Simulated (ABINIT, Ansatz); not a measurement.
Computed results, one entry a study.

## How the form of the self-energy moves the gap of K2NaScF6 (Fm-3m)

It takes space group Fm-3m (No. 225, cubic). The conventional cell has a = 8.472 Å, b = 8.472 Å, c = 8.472 Å, α = 90.00°, β = 90.00°, γ = 90.00°. Nearest to K lie 12 F at 3.00 Å. Nearest to Na lie 6 F at 2.25 Å. Nearest to Sc lie 6 F at 1.98 Å. Nearest to F lie 1 Sc at 1.98 Å and 1 Na at 2.25 Å and 4 K at 3.00 Å. Farther neighbours, and contacts between anions beyond the nearest, are not listed.

```
method                                   : RPA screening on LDA, plane waves, norm-conserving pseudopotentials (and 3 further levels or steps)
program                                  : ABINIT 10.8.3
settings                                 : cutoff 38 Ha, PseudoDojo scalar-relativistic 0.4.1 standard, norm-conserving, ngkpt (2, 2, 2), nband 225, ecuteps 5.2 Ha, gwcalctyp 2, nfreqre 16, nfreqim 8, inclvkb 2, freqremax 40 eV, spmeth 1, nomegasf 120, shiftk (0, 0, 0), symchi 1, awtr 1, frequency cd, 2×2×2 k-mesh
notes                                    : The program’s warnings: Min real frequency set to default [Ha] = and nproc spkpt=  >= nkpt= * nsppol=. The cell and positions come from the Crystallography Open Database and are kept as given unless a step says otherwise. The 2×2×2 mesh is coarse for this cell, which bears on the long-range parts of exchange and screening.
G0W0, Godby-Needs plasmon pole           : 10.407 eV
G0W0, von der Linden-Horsch plasmon pole : 10.586 eV
G0W0, Engel-Farid plasmon pole           : 10.412 eV
one-shot Hartree-Fock                    : 18.898 eV
G0W0, contour deformation                : 10.370 eV
known limits                             : short of the basis limit; coarse k mesh
```

G0W0, von der Linden-Horsch plasmon pole: +0.179 eV against G0W0, Godby-Needs plasmon pole. G0W0, Engel-Farid plasmon pole: +0.005 eV against G0W0, Godby-Needs plasmon pole.

[Long decimals in the printed logs are rounded to 6 places.]

[Logs are printed without paths, hosts, clocks, repeated set-up lines and the standing remarks that a program may print on its own settings, such as how far it seeks lower states.]

[Paths, hosts, dates, memory and timing lines, banners, echoed tables and standing remarks are left out of the program output; an Ansatz launch command may be rebuilt from the run's recorded settings. Measured values are a selection of at most five: reports struck by readers or far from the other reports are left out. None is set beside runs whose start may be inverted or whose files or cutoffs have a known fault.]

[Runs of the session that timed out or met a known fault of the program may be left out.]

[Hosts, paths, dates, database ids (printed as entryN), source tags and the programs' standing remarks are cut or masked in the printed files.]

[G0W0 gaps are taken among the corrected bands and points alone; a level outside them can change the order at an edge.]

[Where Ansatz stands beside ABINIT at settings called matched, ABINIT's density can come from a denser mesh and the files from another edition; pairs whose starting gaps differed by over 0.03 eV were left out, so agreement reads better than it is.]
